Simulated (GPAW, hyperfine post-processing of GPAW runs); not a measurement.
# From spin density to shift: 39K in KNiN

A spin-polarised calculation (DFT, revPBE+U, plane-wave PAW, GPAW setups, collinear spin, scalar-relativistic; GPAW) with all Ni moments parallel (S = 1 each) puts a spin density ρ↑ − ρ↓ of 0.07423 e/Å³, counted along the moments, at one K nucleus (7 Ni through links of 73° (2), 92° (4) and 143° (2)). Take g = 2, spin-only moments and Θ = 0 K (a pure Curie law); γ/2π of 39K is 1.9893 MHz/T.

**Task.** Find the contact field, the hyperfine constant and the contact shift at 320 K and 380 K, supposing that the crystal is a paramagnet with these local moments at both.

1. A spin density ρ_s carries a moment density μB ρ_s, and the contact field is B_c = (2μ₀/3) μB ρ_s. For 1 e/Å³ that is 7.769 T, so B_c = 0.5767 T.

2. With H = A S·I summed over the ions, A = γB_c/(2πS) = 1.9893 × 0.5767 / 1 = 1.15 MHz.

3. In a field B0 the paramagnet reaches only a fraction of saturation, M/M_sat = g μB (S + 1) B0 / [3 k_B (T − Θ)]. At 320 K this is 2.7988e-03 per tesla, or 1.32 % at 4.7 T.

4. The shift is that fraction of B_c over B0, so B0 drops out: δ = 0.5767 × 2.7988e-03 × 10⁶ = 1610 ppm at 320 K.

5. At 380 K it scales by (320 − Θ)/(380 − Θ) = 0.842, to 1360 ppm.

6. The sign says that the spin at the nucleus is parallel to the Ni moments, as where half-filled orbitals delocalise onto the site. Over this level and the 3 others of the session's ladder with the same moment and an open gap (any hybrids aside), the field runs from 0.493 to 0.893 T. Orbital and pseudocontact parts are not included.

[Hosts, paths, dates, database ids (printed as entryN), source tags and the programs' standing remarks are cut or masked in the printed files.]
